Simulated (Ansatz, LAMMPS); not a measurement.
# Amorphous 93SiO2-7B2O3 (mol %) (88 atoms): geometry optimisation, part 2 of 2

Wanted: the relaxed structure of amorphous 93SiO2-7B2O3 (mol %) (88 atoms) and its electronic structure.

Ansatz 0.2.0; Kohn-Sham DFT, PBE, PAW (set soft_2), plane waves.

The cell: 26 Si, 4 B and 58 O. The quench rate of 100 K/ps is orders of magnitude faster than experiment. The network of bonds at the start is that of the classical potential that made the cell. Only the Γ point is sampled in the main run, in a cell whose shortest periodic width is 11 Å.

So far. Step 4 (Cell and atoms relaxed): The relaxation changed the energy by -38.4 meV/atom, and atoms moved by 0.31 Å r.m.s., 1.0 Å at most.

### Step 7. K-mesh 2×2×2

Large cells are often run on few k-points; this run checks whether the reference had enough.

The input, input.yaml:

```yaml
crystal:
  lattice:
    - [11.11789, -0.15122, -0.29577]
    - [-0.15122, 10.94503, 0.01089]
    - [-0.29577, 0.01089, 10.68299]
  atoms:
    [... the 88 atom lines of step 6 ...]
kpoints:
  mp_grid: { grid: [2, 2, 2] }
hamiltonian:
  xc: pbe
scf:
  occupations: { method: fermi_dirac, width: 0.025 }
output:
  forces: true
  stress: true
  populations: true
  dos:
    method: { smearing: { sigma: 0.08 } }
    de: 0.05
    projected: { site_lists: { B: [B], O: [O], Si: [Si] } }
  eigenvalues: true
```

Command:

```
> ansatz run input.yaml --threads 4 --pin off --max-ram 8192MiB --backend cpu --events-out ev --progress --plain --runs-dir out
```

The job ended after 74 s (4 threads of Intel Xeon Platinum 8375C at 2.90GHz (Ice Lake), shared host; peak memory 6.4 GiB).

The program notes that it cut back its work space to fit the memory limit.

Geometry and reference: those of the single point at the relaxed geometry.

Forces differ from those of the single point at the relaxed geometry by 3.0 meV/Å r.m.s.; the energy by -0.39 meV/atom. It took 74 s and 8 cycles; the reference's time can't be set against it, since the two runs asked for unlike analyses.

### Step 8. Functional HSE06

HSE06 mixes in a quarter of exact exchange at short range, which counters self-interaction, at a higher cost.

This step: Kohn-Sham DFT, HSE06, PAW (set soft_2), plane waves (Ansatz 0.2.0).

Edit input.yaml of step 7 so:

```diff
@@ -8,5 +8,5 @@
 kpoints:
-  mp_grid: { grid: [2, 2, 2] }
+  mp_grid: { grid: [1, 1, 1] }
 hamiltonian:
-  xc: pbe
+  xc: hse06
 scf:
```

Run time: 2.3 min. Hardware: 4 threads; peak memory 3.7 GiB; 8.6 min of CPU time.

The program notes that the exchange threshold is loose for the stress and the SCF threshold is loose for the stress.

Geometry and reference: those of the single point at the relaxed geometry.

Forces differ from those of the single point at the relaxed geometry by 192 meV/Å r.m.s.; the pressure by -4.5 GPa and the gap by +1.7 eV. It took 2.3 min and 16 cycles; the reference's time can't be set against it, since the two runs asked for unlike analyses.

Read from the output:

```
free energy                                      : -50163.3002 eV
free energy per atom                             : -570.0375 eV/atom
SCF cycles                                       : 16
pressure                                         : -4.521 GPa
r.m.s. force component                           : 0.1922 eV/Å
longest force                                    : 0.977 eV/Å
Fermi energy                                     : 3.475 eV
gap (highest filled to lowest empty level) : 6.207 eV
spilling of the projection                       : 0.0135
```

Length of the force by element and coordination:

| element | coordination | atoms | mean length of the force (eV/Å) | spread | least | most |
| --- | --- | --- | --- | --- | --- | --- |
| B | all | 4 | 0.0572 | 0.0119 | 0.0402 | 0.0737 |
| O | all | 58 | 0.382 | 0.139 | 0.0847 | 0.977 |
| O | 1 | 1 | 0.977 | 0 | 0.977 | 0.977 |
| O | 2 | 57 | 0.371 | 0.115 | 0.0847 | 0.661 |
| Si | all | 26 | 0.0704 | 0.046 | 0.0204 | 0.248 |
| Si | 3 | 1 | 0.248 | 0 | 0.248 | 0.248 |
| Si | 4 | 25 | 0.0633 | 0.0299 | 0.0204 | 0.153 |

Löwdin charges by element and coordination (they lack the spilled electrons, 0.071 e an atom on average):

| element | coordination | atoms | mean charge (e) | spread | least | most |
| --- | --- | --- | --- | --- | --- | --- |
| B | all | 4 | 0.720 | 0.0245 | 0.679 | 0.741 |
| O | all | 58 | -0.772 | 0.0794 | -0.829 | -0.607 |
| O | 1 | 1 | -0.816 | 0 | -0.816 | -0.816 |
| O | 2 | 57 | -0.771 | 0.0799 | -0.829 | -0.607 |
| Si | all | 26 | 1.85 | 0.0231 | 1.76 | 1.88 |
| Si | 3 | 1 | 1.76 | 0 | 1.76 | 1.76 |
| Si | 4 | 25 | 1.86 | 0.0127 | 1.82 | 1.88 |

Density of states as counts of states in windows of 1 eV (from the Fermi level), total and the larger projections:

| from (eV) | to (eV) | total | O p | Si p |
| --- | --- | --- | --- | --- |
| -14 | -13 | 9.0 | 6.0 | 0.2 |
| -13 | -12 | 13.7 | 9.3 | 0.6 |
| -12 | -11 | 17.5 | 12.4 | 1.4 |
| -11 | -10 | 18.4 | 13.4 | 2.3 |
| -10 | -9 | 45.9 | 35.3 | 8.4 |
| -9 | -8 | 12.6 | 9.9 | 1.8 |
| -8 | -7 | 29.5 | 23.9 | 2.6 |
| -7 | -6 | 58.7 | 52.7 | 2.8 |
| -6 | -5 | 73.0 | 68.5 | 1.9 |
| -5 | -4 | 61.1 | 59.1 | 0.6 |
| -4 | -3 | 8.6 | 8.1 | 0.3 |
| -3 | 2 | 0.0 | 0.0 | 0.0 |
| 2 | 3 | 0.2 | 0.0 | 0.0 |
| 3 | 4 | 1.9 | 0.1 | 0.1 |
| 4 | 5 | 7.0 | 0.9 | 2.4 |

Between -25 and -14 eV lie 116 more states.

The levels nearest the highest filled one (over half full), pooled over k-points and spins:

| level less the highest filled one (eV) | occupation |
| --- | --- |
| -0.956 | 2 |
| -0.896 | 2 |
| -0.822 | 2 |
| -0.730 | 2 |
| -0.135 | 2 |
| 0 | 2 |
| 6.21 | 0 |
| 7.24 | 0 |
| 7.79 | 0 |
| 8.04 | 0 |
| 8.14 | 0 |
| 8.21 | 0 |

### Step 9. Functional r2SCAN (500 eV)

The meta-GGA r2SCAN uses the kinetic energy density as well as the density and its gradient. Besides, the cutoff goes from 420 to 500 eV.

This step: Kohn-Sham DFT, r2SCAN, PAW (set soft_2), plane waves (Ansatz 0.2.0).

Edit input.yaml of step 8 so:

```diff
@@ -10,3 +10,3 @@
 hamiltonian:
-  xc: hse06
+  xc: r2scan
 scf:
```

Wall time 34 s (4 threads); peak memory 3.4 GiB.

Geometry and reference: those of the single point at the relaxed geometry.

Forces differ from those of the single point at the relaxed geometry by 158 meV/Å r.m.s.; the pressure by -4.4 GPa and the gap by +0.62 eV. It took 34 s and 9 cycles; the reference's time can't be set against it, since the two runs asked for unlike analyses.

### Step 10. Functional PBEsol

PBEsol restores the gradient expansion of exchange for slowly varying densities and usually gives shorter bonds in solids than PBE.

This step: Kohn-Sham DFT, PBEsol, PAW (set soft_2), plane waves (Ansatz 0.2.0).

Edit input.yaml of step 9 so:

```diff
@@ -10,3 +10,3 @@
 hamiltonian:
-  xc: r2scan
+  xc: pbesol
 scf:
```

Wall time 9.5 s (4 threads); peak memory 1.5 GiB.

Geometry and reference: those of the single point at the relaxed geometry.

Forces differ from those of the single point at the relaxed geometry by 59 meV/Å r.m.s.; the pressure by -2.3 GPa and the gap by -0.043 eV.

### Step 11. All settings compared

Differences are against the single point at the relaxed geometry (Kohn-Sham DFT, PBE, PAW (set soft_2), plane waves), whose r.m.s. force component is 0.00417 eV/Å. Energies are set beside the reference only for runs with its functional, potentials and electron count. Times are for 4 threads of Intel Xeon Platinum 8375C at 2.90GHz (Ice Lake), shared host. The reference's time includes grids, which some other runs skip.

| run | Δ force, r.m.s. (meV/Å) | Δ energy (meV/atom) | Δ pressure (GPa) | Δ gap (eV) | cycles | time | host memory (GiB) |
| --- | --- | --- | --- | --- | --- | --- | --- |
| reference | - | - | - | - | 8 | 9.7 s | 1.5 |
| k-mesh 2×2×2 | 2.97 | -0.391 | 0.0029 | 1.0e-4 | 8 | 74 s | 6.4 |
| functional HSE06 | 192 | - | -4.52 | 1.73 | 16 | 2.3 min | 3.7 |
| functional r2SCAN (500 eV) | 158 | - | -4.39 | 0.620 | 9 | 34 s | 3.4 |
| functional PBEsol | 59.1 | - | -2.28 | -0.0434 | 9 | 9.5 s | 1.5 |

### Step 12. Results

| Item | Value |
| --- | --- |
| energy change in the relaxation | -38.41 meV/atom |
| r.m.s. displacement | 0.307 Å |
| largest displacement | 1.046 Å |
| free energy per atom | -569.9508 eV/atom |
| pressure | 0.001985 GPa |
| r.m.s. force component | 0.00417 eV/Å |
| gap (highest filled to lowest empty level) | 4.477 eV |
| wall time of the 7 DFT runs | 6.6 min |

What this shows: Relaxation lowers the energy by 38.4 meV/atom and moves atoms by 0.31 Å r.m.s.; the r.m.s. force component goes from 0.67 to 0.0042 eV/Å. Displacements are taken in the final cell, so they leave out its strain. By the final cutoffs 1 of 116 bonded pairs parted and 0 joined. The cell shrank by 0.5 % in volume. From the first step to the last the energy fell by 3.381 eV, across changes of basis, and the largest move was 1.05 Å (Si14). The O-B bonds change most in mean length: from 1.392 Å (spread 0.004) to 1.375 Å (spread 0.006). With the cutoffs above, all B atoms have 3, 98 % of O atoms have 2 and 96 % of Si atoms have 4 bonded neighbours. 98 % of the oxygens bridge two formers (Si and B) and 2 % are non-bridging. Between filled and empty levels lie 4.48 eV (at Γ alone); a semilocal functional tends to put such gaps too low. In a disordered cell it changes from sample to sample, and tail or defect levels can set it.

Among the changes of functional, dispersion, potentials or spin set against this reference, functional HSE06 moves the forces most, by 192 meV/Å r.m.s. The gap changes by +1.73 eV with HSE06.

Caveats: The starting topology of bonds comes from the classical model; in DFT 1 of its 116 bonded pairs passed out of the cutoffs and 0 came within them.

[Logs are printed without paths, hosts, clocks, repeated set-up lines and the standing remarks that a program may print on its own settings, such as how far it seeks lower states.]

[Hosts, paths, dates, database ids (printed as entryN), source tags and the programs' standing remarks are cut or masked in the printed files.]
